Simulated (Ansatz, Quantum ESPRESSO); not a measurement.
## Si3N4 (beta): bulk modulus from a few volumes

How stiff is beta Si3N4 under hydrostatic load? Each row relaxes cell and atoms at a set pressure. The phase is followed to these pressures whether or not it stays the stable one.

Calculated with Quantum ESPRESSO 7.5, PBEsol, GBRV 1.5 ultrasoft potentials, cutoff 680 eV, Fermi–Dirac smearing 0.02 eV, k-mesh 4×4×9, no spin polarisation, no spin-orbit coupling.

Reference cell, relaxed at zero pressure with PBEsol (P6_3/m): a = 7.6267 Å, b = 7.6267 Å, c = 2.9111 Å, α = 90.00°, β = 90.00°, γ = 120.00°.

```csv
atom,x,y,z
Si,0.7675,0.1739,0.2500
Si,0.5936,0.7675,0.7500
Si,0.8261,0.5936,0.2500
Si,0.2325,0.8261,0.7500
Si,0.4064,0.2325,0.2500
Si,0.1739,0.4064,0.7500
N,0.0295,0.3300,0.2500
N,0.6995,0.0295,0.7500
N,0.6700,0.6995,0.2500
N,0.9705,0.6700,0.7500
N,0.3005,0.9705,0.2500
N,0.3300,0.3005,0.7500
N,0.6667,0.3333,0.2500
N,0.3333,0.6667,0.7500
```

```csv
V (Å³/atom),V/V0,P (GPa),E − E0 (meV/atom)
10.2679,0.9803,5.010,3.4
10.0793,0.9623,10.014,12.4
9.9059,0.9457,15.013,26.1
9.7448,0.9303,20.018,43.8
9.4534,0.9025,30.035,89.4
```

V0 = 10.4746 Å³ an atom, where the residual pressure P0 is −0.013 GPa. **Question.** Fit the Birch–Murnaghan law and give the pressure and the energy at V = 10.6547 Å³ an atom, a row left out above.

With the Eulerian strain f = ½[(V0/V)^(2/3) − 1] and F = (P − P0)/[3f(1 + 2f)^(5/2)], the third-order law is the line F = B0 + (3/2) B0 (B′ − 4) f.

```
      f  F (GPa)
0.03539   238.55
0.02466   240.04
0.01896   240.72
0.01299   241.34
0.00669   242.17
```

A straight line through the 5 rows: the means are 0.01974 for f and 240.56 for F, Σ(Δx)² = 0.0004856 and ΣΔxΔy = −0.06042, so the slope is −0.06042/0.0004856 = −124.41 and the intercept 240.56 − (−124.41)(0.01974) = 243.02.

Hence B0 = 243.0 GPa and B′ = 4 + (−124.4)/(1.5 × 243.0) = 3.66. For the withheld volume f = −0.00565, F = 243.72 GPa and P = −4.03 GPa, an extrapolation past the fitted rows. The run itself gives −4.01 GPa, so the estimate misses by 0.02 GPa; the fitted rows themselves lie up to 0.01 GPa off the law.

Integrating the same law gives E − E0 = (9/2) B0 V0 f²[1 + (B′ − 4) f] + P0(V0 − V), with 1 GPa Å³ = 6.2415 meV: 2.3 meV an atom. The run itself gives 2.1 meV, so the estimate misses by 0.2 meV; the fitted rows themselves lie up to 1.1 meV off the law.

The same fit over all rows at other levels or in other programs gives B0 = 242 GPa with PBEsol (Ansatz) and 241 GPa with PBEsol (Quantum ESPRESSO, PseudoDojo).

Measured volume: 10.415 Å³ an atom (doi:10.1016/0272-8842(95)95885-L), so V0 is +0.6 % off. A stiffness follows the volume as d ln B/d ln V = −B′, which moves B0 by about +2 % when it is taken at the measured volume.

The calculation is for a static lattice, while measurements hold thermal and zero-point motion.

[Logs are printed without paths, hosts, clocks, repeated set-up lines and the standing remarks that a program may print on its own settings, such as how far it seeks lower states.]
